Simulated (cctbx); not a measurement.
# Reading a Patterson map

Space group I4/mmm (no. 139), a = 3.7320 Å, b = 3.7320 Å, c = 9.8420 Å, α = 90.00°, β = 90.00°, γ = 90.00°, content La2 Co4 N4.

Simulated single-crystal data (cctbx): Mo Kα, λ = 0.71073 Å, to d = 0.65 Å, 95 % of the full sphere, strongest reflection 40000 counts, noise from counting, a 3 % proportional error and a noise floor of 4 counts (s.d.); no absorption.

Patterson synthesis, origin scaled to 1000:

```text
Patterson group I 4/m m m
      u       v       w   height  length (A)
  0.000   0.000   0.000   1000.0     0.00
  0.000   0.500   0.250    621.8     3.09
  0.000   0.000   0.500    263.7     4.92
  0.000   0.000   0.376     69.7     3.70
  0.000   0.500   0.140     23.0     2.32
  0.084   0.084   0.234    -16.8     2.34
  0.116   0.116   0.162    -20.1     1.71
  0.000   0.000   0.167    -20.3     1.65
  0.272   0.272   0.074    -22.4     1.61
```

**Question.** Which atom pairs make the peaks, and where is the heaviest atom?

A peak at u stands for all pairs with xi − xj = u, with weight Σ ZiZj against Σ Z² = 9610 at the origin. Peak heights follow these weights only roughly, since form factors, motion and series ripples differ, all vectors within 0.55 Å of a peak are counted as merged into it though the farther ones add only part of their weight, and F(000) is left out, which lowers the whole map:

| u | v | w | shortest length (Å) | height | 1000 ΣZiZj/ΣZ² | pairs in the cell |
| --- | --- | --- | --- | --- | --- | --- |
| 0.000 | 0.500 | 0.250 | 3.09 | 622 | 641 | 4 × La–Co |
| 0.000 | 0.000 | 0.500 | 2.64 | 264 | 303 | 4 × Co–Co |
| 0.000 | 0.000 | 0.376 | 2.91 | 70 | 166 | 4 × La–N |

The table stops at ten peaks or at a height of 45, below which ripples compete. In the model behind the data La, the heaviest element, has 1 independent site: (0, 0, 0), up to an allowed shift of origin. No listed peak is a La–La vector, so the position follows from the cell content and the cross vectors. The whole model:

| atom | mult. | x | y | z | Ueq (Å²) |
| --- | --- | --- | --- | --- | --- |
| La1 | 2 | 0 | 0 | 0 | 0.0223 |
| Co1 | 4 | 1/2 | 0 | 1/4 | 0.0215 |
| N1 | 4 | 1/2 | 1/2 | 0.1248 | 0.0392 |

The model was made for the exercise: a known structure type with other elements put in, its volume estimated, not relaxed; displacement parameters are assumed.

[Logs are printed without paths, hosts, clocks, repeated set-up lines and the standing remarks that a program may print on its own settings, such as how far it seeks lower states.]
